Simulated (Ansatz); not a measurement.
# CoSi2 (Fm-3m): zone-centre modes under pressure

Aim: how do the optical modes of CoSi2 (Fm-3m) move with volume?

Method: DFT PBEsol, scalar-relativistic, plane waves, PAW; PAW set soft_1, in Ansatz 0.2.0.

The database entry behind the starting cell differs from later determinations by our own check (0.1 to 0.3 % short, probably kX units), so it need not match the best structure at ambient conditions.

### Step 1. The structure

The structure is cubic, space group Fm-3m (No. 225). Conventional cell: a = 5.356 Å, b = 5.356 Å, c = 5.356 Å, α = 90.00°, β = 90.00°, γ = 90.00°. Nearest to Si lie 4 Co at 2.32 Å. Nearest to Co lie 8 Si at 2.32 Å. Farther neighbours are not listed.

### Step 2. Bringing the structure to rest

Harmonic phonons are second derivatives at a point where the forces vanish, and they are wanted at zero stress, so atoms and cell are relaxed first.

File input.yaml:

```yaml
crystal:
  lattice:
    - [0.0, 2.678, 2.678]
    - [2.678, 0.0, 2.678]
    - [2.678, 2.678, 0.0]
  atoms:
    - { symbol: Si, position: [0.25, 0.25, 0.25] }
    - { symbol: Si, position: [0.75, 0.75, 0.75] }
    - { symbol: Co, position: [0.0, 0.0, 0.0] }
kpoints:
  mp_grid: { grid: [14, 14, 14] }
hamiltonian:
  xc: pbesol
  pseudopotentials: { kind: paw, azcp: { folder: soft_1 }, xc_functional: pbe }
scf:
  occupations: { method: gaussian, width: 0.1 }
output:
  forces: true
  stress: true
  eigenvalues: true
  write_density: true
  write_potential: true
  elf: true
  volumetric_format: npy
relax:
  adjacent_minimum: "off"
  f_tol: 0.005
  max_steps: 80
  cell: { stress_tol: 0.05 }
```

The run is started by

```sh
$ ansatz run input.yaml --threads 4 --pin off --max-ram 10240MiB --backend cpu --events-out ev --progress --plain --runs-dir out
```

Numbers of over 12 decimals in the logs are rounded to 6 here.

The log of the run:

```text
Engine: ansatz 0.2.0, x86_64-unknown-linux-gnu
Pseudopotentials: kind: paw
Pseudopotential: Si, paw, valence charge 4, recommended cutoff 420 eV (normal), soft_1/Si.paw.azcp
Pseudopotential: Co, paw, valence charge 17, recommended cutoff 420 eV (normal), soft_1/Co.paw.azcp
Functional definition: PBEsol
  exchange = pbesol_x
  correlation = pbesol_c
Crystal: 3 atoms, lattice volume = 38.412 Å³
Basis set: ecut = 420 eV, 749 PW (Γ), exchange–correlation on 54×54×54 points (8 copies of the dense FFT grid, shifted against one another)
Bands: 17, of which v1, the nominal top of the filled ones, is band 13 counted from 1 (12 counted from 0)
Symmetry: 48 space group operations
Space group: Fm-3m (ITA 225), of the structure as read, at distance tolerance 3.4e-5 Å
k-points: 104 of 2744
Non-local potential: Si, projectors of the file, l = 0: 2, l = 1: 2, l = 2: 1
Non-local potential: Co, projectors of the file, l = 0: 3, l = 1: 2, l = 2: 3, l = 3: 1
PAW form: soft (Blöchl's): semilocal exchange-correlation on the pseudo side does not see the compensation charge
PAW frozen core: Si, regenerated for the run's functional, and the local potential with it (the file was generated under x = pbe(κ = 0.804, μ = 0.219515), c = pbe(β = 0.066725))
PAW frozen core: Co, regenerated for the run's functional, and the local potential with it (the file was generated under x = pbe(κ = 0.804, μ = 0.219515), c = pbe(β = 0.066725))
PAW one-centre angular grid: Si, 110 points (default); XC on 64 Gauss nodes
PAW one-centre angular grid: Co, 590 points (default); XC on 64 Gauss nodes
Initial density: superposition of atomic densities (chi_scale 0.1, normalization cell, long waves kept (reshape's long-wave potential 0.00 eV rms))
Initial wavefunctions: pseudopotential atomic-orbital guess
Functional: x = pbesol(κ = 0.804, μ = 0.123457), c = pbesol(β = 0.046)
SCF iter   1: F=—  HF=-6338.972903 eV  |F-HF|=—  |Δ(HF+E_count)|=         —  Δρ=1.40e-1  dr2=8.43e0  ethr=3.10e-3  ⟨swp⟩=5.5  Hψ=9161  notcnv=0
preconditioner: auto → Kerker (q_TF=auto, 2.540 Å⁻¹)  [metal: Δε(μ)=0.012 eV  Ē_g=8.735 eV  σ=0.100 eV  W_gap=0.07  n_scr=14 (ndim 8)  ℏωp=24.7 eV  f_vac=0.000  D(μ)=1.20/eV (n_scr^D=14)]
SCF iter   2: F=—  HF=-6338.209462 eV  |F-HF|=—  |Δ(HF+E_count)|=   7.63e-1  Δρ=5.93e-2  dr2=2.11e0  ethr=3.10e-3  ⟨swp⟩=2.5  Hψ=3549  notcnv=0  defer=41
SCF iter   3: F=—  HF=-6337.742307 eV  |F-HF|=—  |Δ(HF+E_count)|=   4.67e-1  Δρ=2.11e-2  dr2=2.40e-1  ethr=3.10e-3  ⟨swp⟩=2.2  Hψ=3052  notcnv=0  defer=41
SCF iter   4: F=—  HF=-6337.713230 eV  |F-HF|=—  |Δ(HF+E_count)|=   2.91e-2  Δρ=9.55e-3  dr2=2.56e-2  ethr=9.60e-4  ⟨swp⟩=2.0  Hψ=3000  notcnv=0  defer=39
SCF iter   5: F=—  HF=-6337.712333 eV  |F-HF|=—  |Δ(HF+E_count)|=   8.97e-4  Δρ=3.26e-3  dr2=5.33e-3  ethr=1.02e-4  ⟨swp⟩=1.1  Hψ=1829  notcnv=0  defer=39
SCF iter   6: F=—  HF=-6337.711629 eV  |F-HF|=—  |Δ(HF+E_count)|=   7.04e-4  Δρ=7.70e-4  dr2=4.06e-4  ethr=2.13e-5  ⟨swp⟩=1.1  Hψ=1766  notcnv=0  defer=39
SCF iter   7: F=—  HF=-6337.711637 eV  |F-HF|=—  |Δ(HF+E_count)|=   8.21e-6  Δρ=1.45e-4  dr2=1.34e-5  ethr=1.62e-6  ⟨swp⟩=2.4  Hψ=2538  notcnv=0  defer=39
SCF iter   8: F=—  HF=-6337.711630 eV  |F-HF|=—  |Δ(HF+E_count)|=   7.42e-6  Δρ=1.57e-5  dr2=1.59e-7  ethr=5.35e-8  ⟨swp⟩=2.1  Hψ=2195  notcnv=0  defer=39
SCF iter   9: F=-6337.711630 eV  HF=-6337.711630 eV  |F-HF|=2.00e-9  |Δ(HF+E_count)|=   3.52e-8  Δρ=2.90e-6  dr2=2.74e-9  ethr=4.00e-10  ⟨swp⟩=10.3  Hψ=12269  notcnv=0
SCF 1 converged in 9 iterations: F = -6337.711630 eV  dr2 = 2.74e-9
  greatest PAW one-centre occupation: 1.000 electrons in one spin orbital (limit 2), on the Co atom at site 2 (counted from 0), in its partial waves of l = 1
relax step   1: F+E_penalty+E_count = -6337.71162969 eV  Δ(F+E_penalty+E_count) = +0.000e0 eV  max|allowed force component| = 3.084e-17 eV/Å  Δτ_max = 0.0000 Å  P = -4.471 GPa  Ω = 38.412 Å³  (9 SCF iters, dr2 threshold 1.00e-7 eV, accepted)
Crystal: 3 atoms, lattice volume = 37.863 Å³
Basis set: ecut = 420 eV, 725 PW (Γ), exchange–correlation on 54×54×54 points (8 copies of the dense FFT grid, shifted against one another)
Initial density: handed on by an earlier stage of this run
Initial wavefunctions: those handed on with the density
iter 1 solved again at ethr=2.96e-6 eV; its pass at ethr=3.10e-3 eV (dr2=7.39e-4 eV) is discarded
SCF iter   1: F=—  HF=-6337.722904 eV  |F-HF|=—  |Δ(HF+E_count)|=         —  Δρ=1.23e-3  dr2=7.91e-4  ethr=2.96e-6  ⟨swp⟩=1.5  Hψ=10266  notcnv=0
preconditioner: auto → Kerker (q_TF=auto, 2.546 Å⁻¹)  [metal: Δε(μ)=0.090 eV  Ē_g=8.269 eV  σ=0.100 eV  W_gap=0.40  n_scr=14 (ndim 8)  ℏωp=24.9 eV  f_vac=0.000  D(μ)=1.03/eV (n_scr^D=8)]
SCF iter   2: F=—  HF=-6337.722819 eV  |F-HF|=—  |Δ(HF+E_count)|=   8.51e-5  Δρ=7.86e-4  dr2=3.69e-4  ethr=2.96e-6  ⟨swp⟩=1.0  Hψ=1768  notcnv=0
SCF iter   3: F=—  HF=-6337.722732 eV  |F-HF|=—  |Δ(HF+E_count)|=   8.72e-5  Δρ=1.96e-4  dr2=2.10e-5  ethr=1.48e-6  ⟨swp⟩=1.8  Hψ=2367  notcnv=0
SCF iter   4: F=—  HF=-6337.722723 eV  |F-HF|=—  |Δ(HF+E_count)|=   8.74e-6  Δρ=1.10e-4  dr2=4.15e-6  ethr=8.40e-8  ⟨swp⟩=2.1  Hψ=2310  notcnv=0
SCF iter   5: F=—  HF=-6337.722724 eV  |F-HF|=—  |Δ(HF+E_count)|=   6.61e-7  Δρ=3.40e-5  dr2=5.54e-7  ethr=1.66e-8  ⟨swp⟩=1.0  Hψ=1768  notcnv=0
SCF iter   6: F=-6337.722724 eV  HF=-6337.722724 eV  |F-HF|=3.97e-10  |Δ(HF+E_count)|=   1.21e-7  Δρ=7.44e-6  dr2=2.58e-8  ethr=1.20e-9  ⟨swp⟩=8.9  Hψ=11223  notcnv=0
SCF 2 converged in 6 iterations: F = -6337.722724 eV  dr2 = 2.58e-8
relax step   2: F+E_penalty+E_count = -6337.72272372 eV  Δ(F+E_penalty+E_count) = -1.109e-2 eV  max|allowed force component| = 4.009e-17 eV/Å  Δτ_max = 0.0000 Å  P = -1.884 GPa  Ω = 37.863 Å³  energy of the carried Pulay correction = +1.581e-4 eV  (6 SCF iters, dr2 threshold 3.00e-7 eV, accepted)
Crystal: 3 atoms, lattice volume = 37.474 Å³
iter 1 solved again at ethr=1.74e-6 eV; its pass at ethr=3.10e-3 eV (dr2=4.35e-4 eV) is discarded
SCF iter   1: F=—  HF=-6337.725145 eV  |F-HF|=—  |Δ(HF+E_count)|=         —  Δρ=8.89e-4  dr2=4.06e-4  ethr=1.74e-6  ⟨swp⟩=2.0  Hψ=10278  notcnv=0
preconditioner: auto → Kerker (q_TF=auto, 2.550 Å⁻¹)  [metal: Δε(μ)=0.092 eV  Ē_g=8.343 eV  σ=0.100 eV  W_gap=0.41  n_scr=14 (ndim 8)  ℏωp=25.0 eV  f_vac=0.000  D(μ)=1.02/eV (n_scr^D=8)]
SCF iter   2: F=—  HF=-6337.725104 eV  |F-HF|=—  |Δ(HF+E_count)|=   4.14e-5  Δρ=5.71e-4  dr2=1.91e-4  ethr=1.62e-6  ⟨swp⟩=1.0  Hψ=1768  notcnv=0
SCF iter   3: F=—  HF=-6337.725046 eV  |F-HF|=—  |Δ(HF+E_count)|=   5.81e-5  Δρ=1.40e-4  dr2=1.06e-5  ethr=7.64e-7  ⟨swp⟩=1.8  Hψ=2375  notcnv=0
SCF iter   4: F=—  HF=-6337.725047 eV  |F-HF|=—  |Δ(HF+E_count)|=   7.84e-7  Δρ=8.16e-5  dr2=2.21e-6  ethr=4.25e-8  ⟨swp⟩=2.1  Hψ=2343  notcnv=0
iter 5 did not close the SCF: its close was put off for the readings that it lacked (scf_convergence_deferred on its scf_iter line)
SCF iter   5: F=-6337.725047 eV  HF=-6337.725047 eV  |F-HF|=1.48e-8  |Δ(HF+E_count)|=   3.35e-7  Δρ=2.40e-5  dr2=2.83e-7  ethr=8.83e-9  ⟨swp⟩=1.0  Hψ=1768  notcnv=0
SCF iter   6: F=-6337.725047 eV  HF=-6337.725047 eV  |F-HF|=3.90e-10  |Δ(HF+E_count)|=   6.45e-8  Δρ=5.56e-6  dr2=1.43e-8  ethr=1.13e-9  ⟨swp⟩=6.3  Hψ=10571  notcnv=0
SCF 3 converged in 6 iterations: F = -6337.725047 eV  dr2 = 1.43e-8
relax step   3: F+E_penalty+E_count = -6337.72504709 eV  Δ(F+E_penalty+E_count) = -2.323e-3 eV  max|allowed force component| = 1.049e-16 eV/Å  Δτ_max = 0.0000 Å  P = +0.085 GPa  Ω = 37.474 Å³  energy of the carried Pulay correction = +2.717e-4 eV  (6 SCF iters, dr2 threshold 3.00e-7 eV, accepted)
[...]
relax step   4: F+E_penalty+E_count = -6337.72504663 eV  Δ(F+E_penalty+E_count) = +4.564e-7 eV  max|allowed force component| = 8.943e-17 eV/Å  Δτ_max = 0.0000 Å  P = +0.000 GPa  Ω = 37.490 Å³  energy of the carried Pulay correction = +2.670e-4 eV  (6 SCF iters, accepted)
Initial wavefunctions: pseudopotential atomic-orbital guess (no wavefunctions were taken with the density)
iter 1 solved again at ethr=8.16e-7 eV; its pass at ethr=3.10e-3 eV (dr2=2.04e-4 eV) is discarded
SCF iter   1: F=—  HF=-6337.724789 eV  |F-HF|=—  |Δ(HF+E_count)|=         —  Δρ=2.68e-5  dr2=3.49e-8  ethr=8.16e-7  ⟨swp⟩=3.1  Hψ=13650  notcnv=0
eigensolver tolerance schedule: the retry pair's looser diagonalisation over-reported the residual by 5846.69 of it (diagonalisation noise at an unbounded share of the residual, at the tolerance the schedule requests for it); recorded, not acted on — ethr = c·dr2/N_el stays at c = 1.0e-1
SCF iter   2: F=—  HF=-6337.724779 eV  |F-HF|=—  |Δ(HF+E_count)|=   1.02e-5  Δρ=2.02e-5  dr2=7.32e-8  ethr=1.39e-10  ⟨swp⟩=2.6  Hψ=3365  notcnv=0
SCF iter   3: F=—  HF=-6337.724779 eV  |F-HF|=—  |Δ(HF+E_count)|=  9.38e-10  Δρ=4.22e-6  dr2=2.11e-9  ethr=1.39e-10  ⟨swp⟩=1.7  Hψ=2136  notcnv=0
SCF iter   4: F=—  HF=-6337.724779 eV  |F-HF|=—  |Δ(HF+E_count)|=  5.58e-10  Δρ=1.05e-6  dr2=1.88e-10  ethr=8.44e-12  ⟨swp⟩=2.1  Hψ=2509  notcnv=0
SCF iter   5: F=—  HF=-6337.724779 eV  |F-HF|=—  |Δ(HF+E_count)|=  1.33e-10  Δρ=4.12e-7  dr2=4.58e-11  ethr=1.00e-12  ⟨swp⟩=1.1  Hψ=1933  notcnv=0
SCF iter   6: F=-6337.724779 eV  HF=-6337.724779 eV  |F-HF|=0.00e0  |Δ(HF+E_count)|=  1.82e-12  Δρ=9.86e-8  dr2=2.88e-12  ethr=1.00e-12  ⟨swp⟩=5.3  Hψ=6830  notcnv=0
SCF 5 converged in 6 iterations: F = -6337.724779 eV  dr2 = 2.88e-12
relax step   5: F+E_penalty+E_count = -6337.72477855 eV  Δ(F+E_penalty+E_count) = +2.681e-4 eV  max|allowed force component| = 1.480e-16 eV/Å  Δτ_max = 0.0000 Å  P = +0.003 GPa  Ω = 37.490 Å³  stress off target by 2.92e-3 GPa  SCF on the basis re-selected at this cell (its energy is not comparable with the rows above)  (6 SCF iters)
basis re-selected at this cell: Δ(F+E_penalty+E_count) = +2.681e-4 eV, ΔP = +0.003 GPa vs the last step (what re-selecting the basis moved, of the pressure what is left beyond the Pulay correction that the steps carried, after the strain that the cell walked since its last selection, with what the two solves' SCF thresholds leave and, on support functions, any second-order correction that the steps lacked; it is no m [...]
SCF converged after 6 iterations
Free energy (F): -6337.724779 eV
Harris-Foulkes:  -6337.724779 eV  (|F-HF|=0.00e0)
Internal energy: -6337.719665 eV  (E = F + TS)
E sigma→0 (E₀):  -6337.722222 eV
Entropy (-TS):   -0.005114 eV (-1.705 meV/atom)
Fermi energy:    13.182152 eV
--- Per-component energies (eV) ---
  E_band       = -277.305279
  E_kinetic    = 385.889935
  E_local      = -3883.204834  (includes V_loc(G=0)·N_el)
  E_nonlocal   = 481.162434
  E_hartree    = 1760.951915
  E_xc         = -208.815467
  E_vxc        = -221.187919  (∫ρ·V_xc dr)
  E_paw        = -2536.623723  (= ΣΔE_a)
  E_vpaw       = -561.868615  (= ΣTr[D̂ρ^β])
  E_aug_tail   = 0.000013  (compensation charges beyond the density's cutoff)
  E_ewald      = -2337.331479
  E_core_change = 0.251541  (= ΣΔE_core)
  E_smearing   = -0.005114  (= −TS)
  E_closure    = -0.000000  (closes the sum)
  Σ components = -6337.724779   (vs F -6337.724779, Δ=0.00e0)
--- Forces (eV/Å), atoms counted from 1 ---
  atom   1  Si     0.00000000     0.00000000     0.00000000
  atom   2  Si    -0.00000000    -0.00000000    -0.00000000
  atom   3  Co     0.00000000    -0.00000000     0.00000000
  max |Σ_I F_I| component: 3.24e-17 eV/Å
--- Stress (GPa, compression-positive) ---
        0.002920      -0.000000      -0.000000
       -0.000000       0.002920      -0.000000
       -0.000000      -0.000000       0.002920
  P = ⅓ Tr σ = 0.0029 GPa (0.029 kbar)
--- Band table (eV; the first three rows and the last of 104) ---
  k-point 0: bands = [... 9 lower, 11.1793, 14.1813, 16.5892, 16.5892, 16.5892, 16.7069, 16.7069, 16.7069]
  k-point 1: bands = [... 9 lower, 11.1544, 14.2287, 15.3834, 15.9914, 15.9914, 17.3394, 17.3394, 17.9927]
  k-point 2: bands = [... 9 lower, 11.0946, 13.6832, 15.0370, 15.3580, 15.3580, 17.7023, 17.7023, 18.4057]
  k-point 103: bands = [... 9 lower, 10.9051, 11.1293, 11.6527, 12.4396, 16.3528, 17.5761, 18.4570, 20.4280]
--- Relaxed structure (4 steps of the walk, 4 accepted, 1 SCFs on fresh bases) ---
  F+E_penalty+E_count = -6337.72477855 eV   max|allowed force component| = 1.480e-16 eV/Å   (the final SCF, on the basis selected at the relaxed cell)
  cell:  # Å, volume = 37.4899 Å³
    - [0, 2.656408, 2.656408]
    - [2.656408, 0, 2.656408]
    - [2.656408, 2.656408, 0]
  atoms:
    - { symbol: Si, position: [0.25, 0.25, 0.25] }
    - { symbol: Si, position: [0.75, 0.75, 0.75] }
    - { symbol: Co, position: [0, 0, 0] }
```

The job ended after 3.5 s (4 threads of Intel Xeon Platinum 8559C (Emerald Rapids), shared host; peak memory 0.45 GiB; 12 s of CPU time).

This run has no spin polarisation, although Co can carry a moment.

Step by step:

```
step  energy less that of the first step (eV)  largest force component (eV/Å)  pressure (GPa)  volume (Å³)
   1                                   0.0000                          0.0000           -4.47        38.41
   2                                  -0.0111                          0.0000           -1.88        37.86
   3                                  -0.0134                          0.0000            0.08        37.47
   4                                  -0.0134                          0.0000            0.00        37.49
  5*                                  -0.0131                          0.0000            0.00        37.49
```

Relaxation steps marked * repeat the geometry before them on a plane-wave basis chosen anew for their cell, so energy and pressure can jump there.

The run keeps the 48 symmetry operations that it works with, so distortions that break them were not tested.

```
conventional cell, symmetrised  before  after  change
                         a (Å)   5.356  5.313  -0.8 %
                         b (Å)   5.356  5.313  -0.8 %
                         c (Å)   5.356  5.313  -0.8 %
              volume (Å³/atom)   12.80  12.50  -2.4 %
```

Final coordinates:

```cif
data_structure
_symmetry_space_group_name_H-M 'P 1'
_symmetry_Int_Tables_number 1
_cell_length_a 3.7567
_cell_length_b 3.7567
_cell_length_c 3.7567
_cell_angle_alpha 60.000
_cell_angle_beta 60.000
_cell_angle_gamma 60.000
_cell_volume 37.49
loop_
_atom_site_label
_atom_site_type_symbol
_atom_site_fract_x
_atom_site_fract_y
_atom_site_fract_z
_atom_site_occupancy
Si1 Si 0.25000 0.25000 0.25000 1
Si2 Si 0.75000 0.75000 0.75000 1
Co3 Co 0.00000 0.00000 0.00000 1
```

Numbers from this step:

- pressure: 0.002920 GPa
- volume per atom: 12.50 Å³
- gap on the k-mesh: 0 eV

ELF in the ac plane of a cell with a along [110], b along [-110] and c along [001] of the cube at fractional y = 0.000, with atoms of Si and Co within 0.2 Å of it. It is the smooth field of the valence electrons, not physical close to the nuclei.

Ten even steps from '_' (0.02) to '@' (0.69), each cell a mean:
```
%%++--**@@@@@@**--++%%**--==%%@@@@%%====##
==--++@@@@##%%@@++--==----##@@%%##@@##====
--==%%@@**++**@@%%==----**@@##++++%%@@**--
--++##**==++==####++--==**##++++==++##**==
::--++++==++==++++--::::==++++++==++++==::
__..--++##%%##++::..____..==**%%%%**==..__
____::++%%@@%%++..______..--**@@@@**--____
____::++%%@@%%++::______..--##@@@@**--..__
....--++**##**++--......::==**####**==::..
--==**++======++**==----++**========**++--
--++%%##++++++%%%%++--==##%%**++++**@@##==
----##@@##++##@@##------++@@%%****@@@@==--
++====%%@@@@@@%%====++++--**@@@@@@@@++--++
@@**--++%%@@%%++--**@@%%====##@@@@##--==%%
```
Columns run along a (7.5 Å), rows up along c (5.3 Å), edges of the conventional cell, whose origin can differ from the input's. Atoms in or near the plane, at fractional coordinates: Si at (0.25, 0.25), Si at (0.75, 0.25), Si at (0.25, 0.75), Si at (0.75, 0.75), Co at (0.00, 0.00), Co at (0.50, 0.00).

Electrostatic potential energy in the ac plane of a cell with a along [110], b along [-110] and c along [001] of the cube at fractional y = 0.000, with atoms of Si and Co within 0.2 Å of it. With pseudopotentials it is smooth inside the atoms' cores, unlike the true potential.

Ten even steps from '_' (-32 eV) to '@' (16 eV), each cell a mean:
```
____++%%%%%%%%%%++______::##%%%%%%%%##::__
::==####==--==####==::--**##++----**%%**::
%%%%%%==::==::==%%%%%%%%%%**::----::##%%%%
@@@@%%----##----%%@@@@@@@@**::****::**@@@@
@@@@%%++::::::++%%@@@@@@@@##--::::--##@@@@
@@@@@@%%**++**%%@@@@@@@@@@@@##++++##@@@@@@
@@@@@@@@%%%%%%@@@@@@@@@@@@@@@@%%%%@@@@@@@@
@@@@@@@@%%%%%%@@@@@@@@@@@@@@%%%%%%%%@@@@@@
@@@@@@##==--==##@@@@@@@@@@%%++----**%%@@@@
@@@@%%==::==::==%%@@@@@@@@**::----::##@@@@
@@@@%%----##----%%@@@@@@%%**::****::**%%@@
**##%%++::::::++%%##++**%%##--::::--##%%**
__::**%%**++**%%**::____==%%##++++##%%==__
____++%%%%%%%%%%==______..##%%%%%%%%##..__
```
Columns run along a (7.5 Å; values clipped at the 3rd and 97th percentile), rows up along c (5.3 Å), edges of the conventional cell, whose origin can differ from the input's. Atoms in or near the plane, at fractional coordinates: Si at (0.25, 0.25), Si at (0.75, 0.25), Si at (0.25, 0.75), Si at (0.75, 0.75), Co at (0.00, 0.00), Co at (0.50, 0.00).

Valence density in the ac plane of a cell with a along [110], b along [-110] and c along [001] of the cube at fractional y = 0.000, with atoms of Si and Co within 0.2 Å of it. It is the smooth field of the valence electrons, not physical close to the nuclei.

Ten steps, logarithmic in the rise over the least value, from '0' (0 e/Å³) to '9' (38 e/Å³), each cell a mean:
```
962111112698411111148
431111111344211111124
111110111111111001111
001100011000111001110
000111110000001111000
000011100000001111000
000011100000000110000
000011100000001110000
000111100000001111000
000100010000011001100
111100011111111001111
221111111222111111112
642111112466311111136
973111113798411111259
```
Columns run along a (7.5 Å), rows up along c (5.3 Å), edges of the conventional cell, whose origin can differ from the input's. Atoms in or near the plane, at fractional coordinates: Si at (0.25, 0.25), Si at (0.75, 0.25), Si at (0.25, 0.75), Si at (0.75, 0.75), Co at (0.00, 0.00), Co at (0.50, 0.00).

In this step the volume went from 12.80 to 12.50 Å³/atom.

### Step 3. Tight relaxation

Phonons need small forces and stress, so the relaxation is finished with tight tolerances on 16×16×16 k points.

File input.yaml:

```yaml
crystal:
  lattice:
    - [0.0, 2.656408274, 2.656408274]
    - [2.656408274, 0.0, 2.656408274]
    - [2.656408274, 2.656408274, 0.0]
  atoms:
    - { symbol: Si, position: [0.25, 0.25, 0.25] }
    - { symbol: Si, position: [0.75, 0.75, 0.75] }
    - { symbol: Co, position: [0.0, 0.0, 0.0] }
kpoints:
  mp_grid: { grid: [16, 16, 16] }
hamiltonian:
  xc: pbesol
  pseudopotentials: { kind: paw, azcp: { folder: soft_1 }, xc_functional: pbe }
scf:
  occupations: { method: methfessel_paxton, width: 0.2 }
output:
  forces: true
  stress: true
  eigenvalues: true
relax:
  adjacent_minimum: "off"
  f_tol: 0.001
  max_steps: 60
  cell: { stress_tol: 0.01 }
```

The log of the run:

```text
[...]
Crystal: 3 atoms, lattice volume = 37.490 Å³
Basis set: ecut = 420 eV, 725 PW (Γ), exchange–correlation on 54×54×54 points (8 copies of the dense FFT grid, shifted against one another)
Bands: 17, of which v1, the nominal top of the filled ones, is band 13 counted from 1 (12 counted from 0)
Symmetry: 48 space group operations
[...]
k-points: 145 of 4096
[...]
k-point 144: bands = [... 9 lower, 10.7892, 11.1326, 11.6582, 12.4727, 16.9269, 16.9269, 18.9635, 19.8477]
--- Relaxed structure (3 steps of the walk, 3 accepted, 1 SCFs on fresh bases) ---
[...]
cell:  # Å, volume = 37.4843 Å³
    - [0, 2.656275, 2.656275]
    - [2.656275, 0, 2.656275]
    - [2.656275, 2.656275, 0]
  atoms:
    - { symbol: Si, position: [0.25, 0.25, 0.25] }
    - { symbol: Si, position: [0.750000, 0.750000, 0.750000] }
    - { symbol: Co, position: [0, 0, 0] }
[key lines of the parts left out:]
SCF converged after 9 iterations
Free energy (F): -6337.721802 eV
Fermi energy:    13.149055 eV
P = ⅓ Tr σ = 0.0001 GPa (0.001 kbar)
```

Run time: 3.5 s. Hardware: 4 threads; peak memory 0.48 GiB; 12 s of CPU time.

Little changed from the start: no atom moved by 0.005 Å and no cell edge by 0.1 %.

Numbers from this step:

* pressure: 9.37e-5 GPa
* volume per atom: 12.49 Å³

The forces vanish by symmetry and the pressure is 0.000 GPa, within the tolerances set. The cell now holds 12.49 Å³/atom.

(Part 1 of 2 ends here.)

[Logs are printed without paths, hosts, clocks, repeated set-up lines and the standing remarks that a program may print on its own settings, such as how far it seeks lower states.]

[Hosts, paths, dates, database ids (printed as entryN), source tags and the programs' standing remarks are cut or masked in the printed files.]
